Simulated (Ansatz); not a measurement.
## Cs on V(100): change of the work function

How does one ordered layer of Cs (hollow site) change the work function of V(100), and what dipole does each adsorbate carry?

Calculated with Ansatz 0.2.0; plane-wave DFT, PBE-D3(BJ), Ansatz PAW.

## Step 1: The starting structure

The cell holds 5 atoms: 5 V. Its edges and angles: a = 3.020 Å, b = 3.020 Å, c = 24.040 Å, α = 90.0°, β = 90.0°, γ = 90.0°. Vacuum lies along c.

## Step 2: The clean slab

The bare slab comes first, as the zero from which every change is counted. The two lowest layers are held at bulk places and the upper ones relax. The dipole correction removes the false field that a one-sided slab makes across the periodic vacuum, so each face gets a flat vacuum level of its own.

File input.yaml:

```yaml
crystal:
  lattice:
    - [3.02, 0.0, 0.0]
    - [0.0, 3.02, 0.0]
    - [0.0, 0.0, 24.04]
  atoms:
    - { symbol: V, position: [0.0, 0.0, 0.3743760399] }
    - { symbol: V, position: [0.5, 0.5, 0.43718802] }
    - { symbol: V, position: [0.0, 0.0, 0.5] }
    - { symbol: V, position: [0.5, 0.5, 0.56281198] }
    - { symbol: V, position: [0.0, 0.0, 0.6256239601] }
kpoints:
  mp_grid: { grid: [10, 10, 1] }
hamiltonian:
  xc: pbe
  dispersion: d3bj
scf:
  occupations: { method: fermi_dirac, width: 0.1 }
  convergence: { dr2_threshold: 1.0e-08 }
efield:
  axis: 3
  dipole_correction: true
  ramp_position: 0.97
  ramp_width: 0.06
relax:
  f_tol: 0.02
  max_steps: 60
  constraints: [{ sites: [0, 1] }]
output:
  write_potential: true
  write_density: true
  volumetric_format: npy
```

The run is started by

```console
ansatz run input.yaml --threads 4 --pin off --max-ram 6144MiB --backend cpu --events-out ev --progress --plain --runs-dir out
```

Numbers of over 12 decimals in the logs are rounded to 6 here.

Output:

```text
Engine: ansatz 0.2.0, aarch64-unknown-linux-gnu
Pseudopotentials: kind: paw
Pseudopotential: V, paw, valence charge 13, recommended cutoff 420 eV (normal), V.paw.azcp
Functional definition: PBE
  parameter kappa = 0.804
  parameter beta = 0.066725
  exchange = pbe_x(kappa = kappa, mu = beta*pi^2/3)
  correlation = pbe_c(beta = beta)
Crystal: 5 atoms, lattice volume = 219.254 Å³
Basis set: ecut = 420 eV, 4241 PW (Γ), exchange–correlation on 48×48×324 points (8 copies of the dense FFT grid, shifted against one another)
Bands: 39, of which v1, the nominal top of the filled ones, is band 33 counted from 1 (32 counted from 0)
Symmetry: 8 space group operations
k-points: 21 of 100
Non-local potential: V, projectors of the file, l = 0: 3, l = 1: 2, l = 2: 3, l = 3: 1
PAW form: soft (Blöchl's): semilocal exchange-correlation on the pseudo side does not see the compensation charge
PAW one-centre angular grid: V, 590 points (default); XC on 64 Gauss nodes
Initial density: superposition of atomic densities (neutral atoms: chi_scale 0, normalization atom), corrected by the library's trained network
Initial wavefunctions: pseudopotential atomic-orbital guess
Functional: x = pbe(κ = 0.804, μ = 0.219515), c = pbe(β = 0.066725)
SCF iter   1: F=—  HF=-14561.396939 eV  |F-HF|=—  |Δ(HF+E_count)|=         —  Δρ=6.90e-3  dr2=9.49e-2  ethr=1.77e-3  p=0.000 e·Å  D=2.72e-13 V/Å  ΔV_dip=-0.00 eV  dr2_dipole=1.01e-6  V_vac-E_F(+/−)=3.85/3.85 eV  ⟨swp⟩=7.8  Hψ=3439  notcnv=0
efield: sawtooth ramp at fractional position 0.9700 (set: `efield.ramp_position`, or a place that a band, a saddle search or an elastic batch's reference lends), width 0.0600; the density the first Hamiltonian is built on has a dipole p = 0.000 e·Å; the dipole correction subtracts the counter field D = 2.72e-13 V/Å, which shifts the + side's vacuum level by -0.00 eV against the − side's; the planar-averaged density in the ramp window peaks in size at 2.6e-5 e/Å³
preconditioner: auto → LDOS  [metal: Δε(μ)=0.024 eV  Ē_g=2.393 eV  σ=0.100 eV  W_gap=0.06  n_scr=44 (ndim 8)  ℏωp=12.5 eV  f_vac=0.599  D(μ)=7.81/eV (n_scr^D=62)  β→1.0]
SCF iter   2: F=—  HF=-14561.397002 eV  |F-HF|=—  |Δ(HF+E_count)|=   6.33e-5  Δρ=4.89e-3  dr2=4.38e-2  ethr=1.46e-4  p=-0.000 e·Å  D=-2.65e-5 V/Å  ΔV_dip=0.00 eV  dr2_dipole=1.05e-6  V_vac-E_F(+/−)=3.78/3.78 eV  ⟨swp⟩=3.0  Hψ=1998  notcnv=0
SCF iter   3: F=—  HF=-14561.391095 eV  |F-HF|=—  |Δ(HF+E_count)|=   5.91e-3  Δρ=1.30e-3  dr2=6.98e-3  ethr=6.74e-5  p=-0.000 e·Å  D=-1.39e-5 V/Å  ΔV_dip=0.00 eV  dr2_dipole=1.50e-7  V_vac-E_F(+/−)=3.79/3.79 eV  ⟨swp⟩=2.0  Hψ=1175  notcnv=0
SCF iter   4: F=—  HF=-14561.391123 eV  |F-HF|=—  |Δ(HF+E_count)|=   2.75e-5  Δρ=3.34e-4  dr2=2.82e-4  ethr=1.07e-5  p=-0.000 e·Å  D=-3.69e-6 V/Å  ΔV_dip=0.00 eV  dr2_dipole=4.47e-10  V_vac-E_F(+/−)=3.81/3.81 eV  ⟨swp⟩=1.8  Hψ=903  notcnv=0
SCF iter   5: F=—  HF=-14561.391135 eV  |F-HF|=—  |Δ(HF+E_count)|=   1.17e-5  Δρ=9.96e-5  dr2=7.09e-5  ethr=4.35e-7  p=-0.000 e·Å  D=-3.11e-6 V/Å  ΔV_dip=0.00 eV  dr2_dipole=8.30e-12  V_vac-E_F(+/−)=3.82/3.82 eV  ⟨swp⟩=2.6  Hψ=1424  notcnv=0
SCF iter   6: F=—  HF=-14561.391181 eV  |F-HF|=—  |Δ(HF+E_count)|=   4.66e-5  Δρ=6.07e-5  dr2=1.89e-5  ethr=1.09e-7  p=-0.000 e·Å  D=-1.04e-6 V/Å  ΔV_dip=0.00 eV  dr2_dipole=2.59e-12  V_vac-E_F(+/−)=3.83/3.83 eV  ⟨swp⟩=2.1  Hψ=1071  notcnv=0
SCF iter   7: F=—  HF=-14561.391182 eV  |F-HF|=—  |Δ(HF+E_count)|=   1.22e-6  Δρ=1.52e-5  dr2=1.58e-6  ethr=2.91e-8  p=-0.000 e·Å  D=-4.22e-7 V/Å  ΔV_dip=0.00 eV  dr2_dipole=7.08e-11  V_vac-E_F(+/−)=3.84/3.84 eV  ⟨swp⟩=2.1  Hψ=1086  notcnv=0
SCF iter   8: F=—  HF=-14561.391332 eV  |F-HF|=—  |Δ(HF+E_count)|=   1.50e-4  Δρ=1.20e-5  dr2=3.21e-7  ethr=2.43e-9  p=0.000 e·Å  D=1.34e-8 V/Å  ΔV_dip=-0.00 eV  dr2_dipole=1.20e-11  V_vac-E_F(+/−)=3.84/3.84 eV  ⟨swp⟩=2.5  Hψ=1301  notcnv=0
SCF iter   9: F=—  HF=-14561.391332 eV  |F-HF|=—  |Δ(HF+E_count)|=   1.15e-8  Δρ=2.94e-6  dr2=2.82e-8  ethr=4.94e-10  p=0.000 e·Å  D=2.16e-8 V/Å  ΔV_dip=-0.00 eV  dr2_dipole=4.52e-13  V_vac-E_F(+/−)=3.84/3.84 eV  ⟨swp⟩=2.8  Hψ=1579  notcnv=0
SCF iter  10: F=-14561.391332 eV  HF=-14561.391332 eV  |F-HF|=2.75e-9  |Δ(HF+E_count)|=   3.78e-8  Δρ=1.17e-6  dr2=4.41e-9  ethr=1.54e-11  p=0.000 e·Å  D=2.81e-10 V/Å  ΔV_dip=-0.00 eV  dr2_dipole=1.50e-12  V_vac-E_F(+/−)=3.84/3.84 eV  ⟨swp⟩=10.0  Hψ=5429  notcnv=0
SCF 1 converged in 10 iterations: F = -14561.391332 eV  dr2 = 4.41e-9
  greatest PAW one-centre occupation: 1.000 electrons in one spin orbital (limit 2), on the V atom at site 3 (counted from 0), in its partial waves of l = 0
relax step   1: F+E_penalty+E_count = -14561.39133204 eV  Δ(F+E_penalty+E_count) = +0.000e0 eV  max|allowed force component| = 1.368e0 eV/Å  Δτ_max = 0.0000 Å  (10 SCF iters, accepted)
Initial density: handed on by an earlier stage of this run
Initial wavefunctions: those handed on with the density
SCF iter   1: F=—  HF=-14561.738221 eV  |F-HF|=—  |Δ(HF+E_count)|=         —  Δρ=2.35e-2  dr2=3.57e0  ethr=3.10e-3  p=-0.000 e·Å  D=-2.31e-7 V/Å  ΔV_dip=0.00 eV  dr2_dipole=1.23e-2  V_vac-E_F(+/−)=3.91/3.91 eV  ⟨swp⟩=4.2  Hψ=2056  notcnv=0
efield: sawtooth ramp at fractional position 0.9700 (set: `efield.ramp_position`, or a place that a band, a saddle search or an elastic batch's reference lends), width 0.0600; the density the first Hamiltonian is built on has a dipole p = -0.000 e·Å; the dipole correction subtracts the counter field D = -2.31e-7 V/Å, which shifts the + side's vacuum level by +0.00 eV against the − side's; the planar-averaged density in the ramp window peaks in size at 4.3e-6 e/Å³
preconditioner: auto → LDOS  [metal: Δε(μ)=0.060 eV  Ē_g=2.550 eV  σ=0.100 eV  W_gap=0.15  n_scr=44 (ndim 8)  ℏωp=12.5 eV  f_vac=0.606  D(μ)=6.23/eV (n_scr^D=44)  β→1.0]
SCF iter   2: F=—  HF=-14561.728027 eV  |F-HF|=—  |Δ(HF+E_count)|=   1.02e-2  Δρ=2.56e-2  dr2=4.68e0  ethr=3.10e-3  p=0.031 e·Å  D=2.59e-2 V/Å  ΔV_dip=-0.62 eV  dr2_dipole=7.12e-1  V_vac-E_F(+/−)=3.24/3.87 eV  ⟨swp⟩=2.7  Hψ=1367  notcnv=0
SCF iter   3: F=—  HF=-14561.573343 eV  |F-HF|=—  |Δ(HF+E_count)|=   1.55e-1  Δρ=2.46e-3  dr2=4.55e-2  ethr=3.10e-3  p=0.012 e·Å  D=9.53e-3 V/Å  ΔV_dip=-0.23 eV  dr2_dipole=1.57e-2  V_vac-E_F(+/−)=3.63/3.86 eV  ⟨swp⟩=2.0  Hψ=1158  notcnv=0
SCF iter   4: F=—  HF=-14561.572645 eV  |F-HF|=—  |Δ(HF+E_count)|=   6.98e-4  Δρ=1.82e-3  dr2=1.90e-2  ethr=7.01e-5  p=0.008 e·Å  D=6.57e-3 V/Å  ΔV_dip=-0.16 eV  dr2_dipole=5.46e-3  V_vac-E_F(+/−)=3.69/3.85 eV  ⟨swp⟩=2.2  Hψ=1246  notcnv=0
[...]
SCF iter   8: F=—  HF=-14561.606299 eV  |F-HF|=—  |Δ(HF+E_count)|=   2.70e-5  Δρ=3.61e-5  dr2=4.23e-6  ethr=9.34e-8  p=0.006 e·Å  D=4.92e-3 V/Å  ΔV_dip=-0.12 eV  dr2_dipole=7.12e-8  V_vac-E_F(+/−)=3.71/3.83 eV  ⟨swp⟩=1.8  Hψ=925  notcnv=0
SCF iter   9: F=—  HF=-14561.606458 eV  |F-HF|=—  |Δ(HF+E_count)|=   1.59e-4  Δρ=1.26e-5  dr2=5.20e-7  ethr=6.51e-9  p=0.006 e·Å  D=4.78e-3 V/Å  ΔV_dip=-0.12 eV  dr2_dipole=3.64e-10  V_vac-E_F(+/−)=3.71/3.83 eV  ⟨swp⟩=2.3  Hψ=1177  notcnv=0
SCF iter  10: F=—  HF=-14561.606458 eV  |F-HF|=—  |Δ(HF+E_count)|=   1.43e-7  Δρ=4.31e-6  dr2=5.70e-8  ethr=8.00e-10  p=0.006 e·Å  D=4.73e-3 V/Å  ΔV_dip=-0.11 eV  dr2_dipole=2.79e-10  V_vac-E_F(+/−)=3.71/3.83 eV  ⟨swp⟩=2.5  Hψ=1246  notcnv=0
SCF iter  11: F=-14561.606458 eV  HF=-14561.606458 eV  |F-HF|=1.44e-8  |Δ(HF+E_count)|=   3.85e-8  Δρ=1.18e-6  dr2=3.82e-9  ethr=1.54e-11  p=0.006 e·Å  D=4.72e-3 V/Å  ΔV_dip=-0.11 eV  dr2_dipole=6.12e-14  V_vac-E_F(+/−)=3.71/3.83 eV  ⟨swp⟩=10.3  Hψ=5688  notcnv=0
SCF 3 converged in 11 iterations: F = -14561.606458 eV  dr2 = 3.82e-9
relax step   3: F+E_penalty+E_count = -14561.60645823 eV  Δ(F+E_penalty+E_count) = -3.449e-2 eV  max|allowed force component| = 1.161e-1 eV/Å  Δτ_max = 0.1810 Å  (11 SCF iters, accepted)
[...]
relax step   4: F+E_penalty+E_count = -14561.60980502 eV  Δ(F+E_penalty+E_count) = -3.347e-3 eV  max|allowed force component| = 3.156e-2 eV/Å  Δτ_max = 0.0397 Å  (10 SCF iters, accepted)
SCF iter   1: F=—  HF=-14561.609937 eV  |F-HF|=—  |Δ(HF+E_count)|=         —  Δρ=8.09e-4  dr2=9.90e-3  ethr=8.51e-5  p=0.006 e·Å  D=4.89e-3 V/Å  ΔV_dip=-0.12 eV  dr2_dipole=1.95e-3  V_vac-E_F(+/−)=3.71/3.83 eV  ⟨swp⟩=1.1  Hψ=1158  notcnv=0
efield: sawtooth ramp at fractional position 0.9700 (set: `efield.ramp_position`, or a place that a band, a saddle search or an elastic batch's reference lends), width 0.0600; the density the first Hamiltonian is built on has a dipole p = 0.006 e·Å; the dipole correction subtracts the counter field D = 4.89e-3 V/Å, which shifts the + side's vacuum level by -0.12 eV against the − side's; the planar-averaged density in the ramp window peaks in size at 4.3e-6 e/Å³
preconditioner: auto → LDOS  [metal: Δε(μ)=0.018 eV  Ē_g=2.525 eV  σ=0.100 eV  W_gap=0.04  n_scr=44 (ndim 8)  ℏωp=12.5 eV  f_vac=0.610  D(μ)=6.50/eV (n_scr^D=44)  β→1.0]
SCF iter   2: F=—  HF=-14561.609778 eV  |F-HF|=—  |Δ(HF+E_count)|=   1.59e-4  Δρ=5.47e-4  dr2=2.44e-3  ethr=1.52e-5  p=0.006 e·Å  D=5.08e-3 V/Å  ΔV_dip=-0.12 eV  dr2_dipole=3.04e-5  V_vac-E_F(+/−)=3.71/3.83 eV  ⟨swp⟩=1.0  Hψ=987  notcnv=0
SCF iter   3: F=—  HF=-14561.609748 eV  |F-HF|=—  |Δ(HF+E_count)|=   2.97e-5  Δρ=1.64e-4  dr2=1.75e-4  ethr=3.75e-6  p=0.006 e·Å  D=4.95e-3 V/Å  ΔV_dip=-0.12 eV  dr2_dipole=1.72e-5  V_vac-E_F(+/−)=3.71/3.83 eV  ⟨swp⟩=1.9  Hψ=893  notcnv=0
SCF iter   4: F=—  HF=-14561.609750 eV  |F-HF|=—  |Δ(HF+E_count)|=   1.72e-6  Δρ=2.95e-5  dr2=3.24e-6  ethr=2.69e-7  p=0.006 e·Å  D=4.93e-3 V/Å  ΔV_dip=-0.12 eV  dr2_dipole=1.72e-9  V_vac-E_F(+/−)=3.71/3.83 eV  ⟨swp⟩=2.0  Hψ=1040  notcnv=0
SCF iter   5: F=—  HF=-14561.609862 eV  |F-HF|=—  |Δ(HF+E_count)|=   1.12e-4  Δρ=8.56e-6  dr2=2.86e-7  ethr=4.98e-9  p=0.006 e·Å  D=4.91e-3 V/Å  ΔV_dip=-0.12 eV  dr2_dipole=2.14e-10  V_vac-E_F(+/−)=3.71/3.83 eV  ⟨swp⟩=2.9  Hψ=1203  notcnv=0
SCF iter   6: F=—  HF=-14561.609862 eV  |F-HF|=—  |Δ(HF+E_count)|=   3.00e-7  Δρ=3.70e-6  dr2=6.57e-8  ethr=4.40e-10  p=0.006 e·Å  D=4.89e-3 V/Å  ΔV_dip=-0.12 eV  dr2_dipole=9.61e-12  V_vac-E_F(+/−)=3.71/3.83 eV  ⟨swp⟩=2.4  Hψ=1107  notcnv=0
SCF iter   7: F=—  HF=-14561.609862 eV  |F-HF|=—  |Δ(HF+E_count)|=   6.36e-8  Δρ=1.41e-6  dr2=1.53e-8  ethr=1.01e-10  p=0.006 e·Å  D=4.87e-3 V/Å  ΔV_dip=-0.12 eV  dr2_dipole=5.80e-9  V_vac-E_F(+/−)=3.71/3.83 eV  ⟨swp⟩=2.1  Hψ=1110  notcnv=0
SCF iter   8: F=-14561.609862 eV  HF=-14561.609862 eV  |F-HF|=9.19e-9  |Δ(HF+E_count)|=   3.95e-9  Δρ=5.06e-7  dr2=1.59e-9  ethr=1.54e-11  p=0.006 e·Å  D=4.86e-3 V/Å  ΔV_dip=-0.12 eV  dr2_dipole=3.54e-10  V_vac-E_F(+/−)=3.71/3.83 eV  ⟨swp⟩=9.6  Hψ=5236  notcnv=0
SCF 5 converged in 8 iterations: F = -14561.609862 eV  dr2 = 1.59e-9
relax step   5: F+E_penalty+E_count = -14561.60986199 eV  Δ(F+E_penalty+E_count) = -5.697e-5 eV  max|allowed force component| = 1.647e-3 eV/Å  Δτ_max = 0.0036 Å  (8 SCF iters, accepted)
NSCF: frozen V_eff on 21 k-points
the band table was solved once a step of the walk had ended and its energy, with any forces and stress, was formed, with the checks that follow a solve (3636 applications of the Hamiltonian). They found nothing against the state; the energy, forces and stress were not computed again (output.eigenvalues in the input reference)
WARN: The output density's exchange-correlation potential varies sharply where the density is thin. Do not read a vacuum level from v_tot or v_xc, or from such a field of the output density. On a cell that repeats whose density bears no net charge and no dipole along the vacuum's axis use v_es (v_loc + v_h of the components); under efield.dipole_correction with no amplitude use v_es + v_field, which holds any externa [...]
SCF converged after 8 iterations
Free energy (F): -14561.609862 eV
Harris-Foulkes:  -14561.609862 eV  (|F-HF|=9.19e-9)
Internal energy: -14561.388109 eV  (E = F + TS)
E sigma→0 (E₀):  -14561.498985 eV
Entropy (-TS):   -0.221753 eV (-44.351 meV/atom)
Fermi energy:    2.665091 eV
Dipole field:    D = 0.004834 V/Å  (p = 0.005857 e·Å, saw-weighted, corrected)
Work function:   Φ+ = 3.7124 eV   Φ− = 3.8286 eV
Levels:          The Fermi level and band energies are counted from a zero that moves with the ramp; work functions are not
--- Per-component energies (eV) ---
  E_band       = -1636.245140
  E_kinetic    = 1674.992997
  E_local      = -87696.405878  (includes V_loc(G=0)·N_el)
  E_nonlocal   = -223.640523
  E_hartree    = 43210.289816
  E_xc         = -647.870198
  E_vxc        = -820.907258  (∫ρ·V_xc dr)
  E_paw        = -5565.011957  (= ΣΔE_a)
  E_vpaw       = -990.903279  (= ΣTr[D̂ρ^β])
  E_aug_tail   = 0.001340  (compensation charges beyond the density's cutoff)
  E_efield     = 0.000014  (sawtooth field / dipole correction)
  E_vefield    = 0.031324  (∫n·V_field dr)
  E_ewald      = 34688.589275
  E_disp       = -2.332995  (pairwise vdW)
  E_smearing   = -0.221753  (= −TS)
  E_closure    = -0.000000  (closes the sum)
  Σ components = -14561.609862   (vs F -14561.609862, Δ=0.00e0)
--- Forces (eV/Å), atoms counted from 1 ---
  atom   1  V      0.00000000     0.00000000     1.33159627
  atom   2  V     -0.00000000    -0.00000000    -1.33224406
  atom   3  V      0.00000000     0.00000000     0.00164676
  atom   4  V      0.00000000     0.00000000     0.00032891
  atom   5  V     -0.00000000     0.00000000    -0.00132085
  max |Σ_I F_I| component: 7.03e-6 eV/Å
--- Band table (eV; the first three rows and the last of 21) ---
  k-point 0: bands = [... 29 lower, 2.7745, 2.7755, 2.9182, 2.9182, 3.0783, 3.0783, 3.2811, 3.2811, ... 2 higher]
  k-point 1: bands = [... 29 lower, 2.5317, 2.6922, 2.6988, 2.9621, 2.9898, 3.1212, 3.1484, 3.3947, ... 2 higher]
  k-point 2: bands = [... 29 lower, 2.2745, 2.2745, 2.5733, 2.7491, 2.9853, 3.0309, 3.4569, 3.7524, ... 2 higher]
  k-point 20: bands = [... 29 lower, 1.7290, 1.7290, 2.4094, 2.4094, 4.1796, 4.2285, 4.3745, 4.3745, ... 2 higher]
--- Relaxed structure (5 steps of the walk, 5 accepted, 0 SCFs on fresh bases) ---
  F+E_penalty+E_count = -14561.60986199 eV   max|allowed force component| = 1.647e-3 eV/Å
  atoms:
    - { symbol: V, position: [0.0, 0.0, 0.3743760399] }
    - { symbol: V, position: [0.500000, 0.500000, 0.437188] }
    - { symbol: V, position: [-4.963364735003828e-18, 0, 0.496791] }
    - { symbol: V, position: [0.500000, 0.500000, 0.559288] }
    - { symbol: V, position: [-2.1627484189720547e-17, 0.0, 0.611640] }
```

The job ended after 19 s (4 threads of Arm Neoverse V2, shared host; peak memory 0.57 GiB; 75 s of CPU time).

This run has no spin polarisation, although V can carry a moment.

Step by step:

```
step  energy less that of the first step (eV)  largest force component (eV/Å)
   1                                   0.0000                          1.3681
   2                                  -0.1806                          0.5669
   3                                  -0.2151                          0.1161
   4                                  -0.2185                          0.0316
   5                                  -0.2185                          0.0016
```

The run keeps the 8 symmetry operations that it works with, so distortions that break them were not tested.

The atoms that moved most (Å):

```
atom     dx     dy      dz  length
  V5  0.000  0.000  -0.336   0.336
  V4  0.000  0.000  -0.085   0.085
  V3  0.000  0.000  -0.077   0.077
```

Final coordinates:

```xyz
5
Lattice="3.0200 0.0000 0.0000 0.0000 3.0200 0.0000 0.0000 0.0000 24.0400" Properties=species:S:1:pos:R:3
V     0.0000    0.0000    9.0000
V     1.5100    1.5100   10.5100
V     0.0000    0.0000   11.9429
V     1.5100    1.5100   13.4453
V     0.0000    0.0000   14.7038
```

This step gave:

| Property | Result |
| --- | --- |
| energy at zero smearing | -14561.4990 eV |
| work function, upper face | 3.712 eV |
| work function, lower face | 3.829 eV |
| dipole along the normal | 0.005857 e·Å |
| step between the vacuum levels | -0.1162 eV |

Running mean over 1.51 Å of the planar mean; the ramp of the sawtooth is left out. The electron's electrostatic potential energy less the Fermi level by z:

```
z (Å)  electron's electrostatic potential energy less the Fermi level (eV)
  3.0                                                                 3.83
  3.5                                                                 3.83
  4.0                                                                 3.83
  4.5                                                                 3.83
  5.0                                                                 3.82
  5.5                                                                 3.80
  6.0                                                                 3.74
  6.5                                                                 3.58
  7.0                                                                 3.14
  7.5                                                                 1.85
  8.0                                                                -1.26
  8.5                                                                -4.91
  9.0                                                                -7.40
  9.5                                                                -7.87
 10.0                                                                -7.84
 10.5                                                                -8.02
 11.0                                                                -8.34
 11.5                                                                -8.37
 12.0                                                                -8.11
 12.5                                                                -7.91
 13.0                                                                -8.04
 13.5                                                                -8.97
 14.0                                                                -9.59
 14.5                                                                -9.16
 15.0                                                                -6.50
 15.5                                                                -2.72
 16.0                                                                0.839
 16.5                                                                 2.76
 17.0                                                                 3.38
 17.5                                                                 3.60
 18.0                                                                 3.67
 18.5                                                                 3.70
 19.0                                                                 3.71
 19.5                                                                 3.71
 20.0                                                                 3.71
 20.5                                                                 3.71
 21.0                                                                 3.71
```

The relaxation took 5 steps and lowered the energy by 0.22 eV; the largest force on the free atoms ends at 0.0016 eV/Å.

The work function of the upper face is 3.71 eV.

(Continued in part 2 of 4.)

[Logs are printed without paths, hosts, clocks, repeated set-up lines and the standing remarks that a program may print on its own settings, such as how far it seeks lower states.]

[Hosts, paths, dates, database ids (printed as entryN), source tags and the programs' standing remarks are cut or masked in the printed files.]

[Maps of the electrostatic potential energy from Ansatz leave out the sawtooth potential of an applied field or a dipole correction, so their vacuum need not be flat; planar profiles and work functions include it.]
